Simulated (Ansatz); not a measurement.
## ZrTeSe monolayer, Janus: phonons and vibrational spectra

Wanted: vibrations and spectra of ZrTeSe monolayer, Janus; the cell is already relaxed. After the zone centre comes a 3×3×1 q mesh on a 12×12×1 k mesh.

Program: Ansatz 0.2.0. Level of theory: DFT PBE, scalar-relativistic, plane waves, PAW. Results are calculated unless marked as measured.

## (1) The structure

The cell holds 3 atoms: 1 Zr, 1 Se and 1 Te. Its edges and angles: a = 3.890 Å, b = 3.890 Å, c = 30.000 Å, α = 90.0°, β = 90.0°, γ = 120.0°. Vacuum lies along c.

Structure file:

```cif
data_structure
_symmetry_space_group_name_H-M 'P 1'
_symmetry_Int_Tables_number 1
_cell_length_a 3.8905
_cell_length_b 3.8905
_cell_length_c 30.0000
_cell_angle_alpha 90.000
_cell_angle_beta 90.000
_cell_angle_gamma 120.000
_cell_volume 393.24
loop_
_atom_site_label
_atom_site_type_symbol
_atom_site_fract_x
_atom_site_fract_y
_atom_site_fract_z
_atom_site_occupancy
Zr1 Zr 0.00000 0.00000 0.33673 1
Se2 Se 0.33333 0.66667 0.38603 1
Te3 Te 0.66667 0.33333 0.27390 1
```

## (2) Zone-centre response

The cell comes from relaxations at this level that are not shown. The zone centre comes first: it holds the modes that light can see, as far as symmetry allows. No field response is asked, since the mesh shows no gap.

File input.yaml:

```yaml
crystal:
  lattice:
    - [3.8904853161, 0.0, 0.0]
    - [-1.945242658, 3.3692591168, 0.0]
    - [0.0, 0.0, 30.0]
  atoms:
    - { symbol: Zr, position: [0.0, 0.0, 0.3367333867] }
    - { symbol: Se, position: [0.3333333333, 0.6666666667, 0.3860326785] }
    - { symbol: Te, position: [0.6666666667, 0.3333333333, 0.2739006014] }
  periodic: [true, true, false]
kpoints:
  mp_grid: { grid: [12, 12, 1] }
hamiltonian:
  xc: pbe
scf:
  occupations: { method: methfessel_paxton, width: 0.15 }
output:
  eigenvalues: true
phonons:
  method: dfpt
```

On the command line:

```console
> ansatz run input.yaml --threads 8 --pin off --max-ram 14336MiB --backend cpu --events-out ev --progress --plain --runs-dir out
```

Then come: the dispersion; isotope substitution, element Se, natural mass 78.971 amu; isotope substitution, element Te, natural mass 127.6 amu; isotope substitution, element Zr, natural mass 91.222 amu. Settings of the main run: cutoff 420 eV, 12×12×1 k-mesh, 3×3×1 q-mesh, Methfessel-Paxton occupations, smearing width 0.15 eV.

Before running: what should come out for the highest optical mode at the zone centre and highest frequency on the path or at a solved wavevector?

No mode is imaginary at the 3 irreducible wavevectors solved, but between them the interpolated path dips to 3.6i cm⁻¹, so stability is not settled. The optical modes at Γ span 93 to 236 cm⁻¹. The highest mode in this list at Γ, 236.1 cm⁻¹, has its largest share on Zr (67 % of the kinetic energy).

- electronic character: no gap on this mesh
- highest optical mode at the zone centre (no LO-TO term): 236 cm⁻¹
- lowest optical zone-centre mode: 93.3 cm⁻¹
- lowest mode on the q mesh (acoustic modes at Γ apart): 46.7 cm⁻¹
- highest frequency on the path or at a solved wavevector: 236 cm⁻¹
- imaginary modes on the 3×3×1 q mesh: none

With no gap, or one that is small against the smearing, the frequencies hang on the k mesh and the smearing, most of all near Kohn anomalies. In a sheet or slab the interpolated bending branch near Γ is rough, since the rotational sum rule isn't imposed. A semilocal functional can close a gap that the real compound would have, so the metallic treatment may be an artefact of the level. Spin-orbit coupling is left out, which can matter for the heavy elements here. The starting cell was built on a prototype and not taken from a measurement. These are harmonic frequencies at zero temperature: anharmonic shifts, linewidths and thermal expansion are left out.

[Logs are printed without paths, hosts, clocks, repeated set-up lines and the standing remarks that a program may print on its own settings, such as how far it seeks lower states.]

[Hosts, paths, dates, database ids (printed as entryN), source tags and the programs' standing remarks are cut or masked in the printed files.]
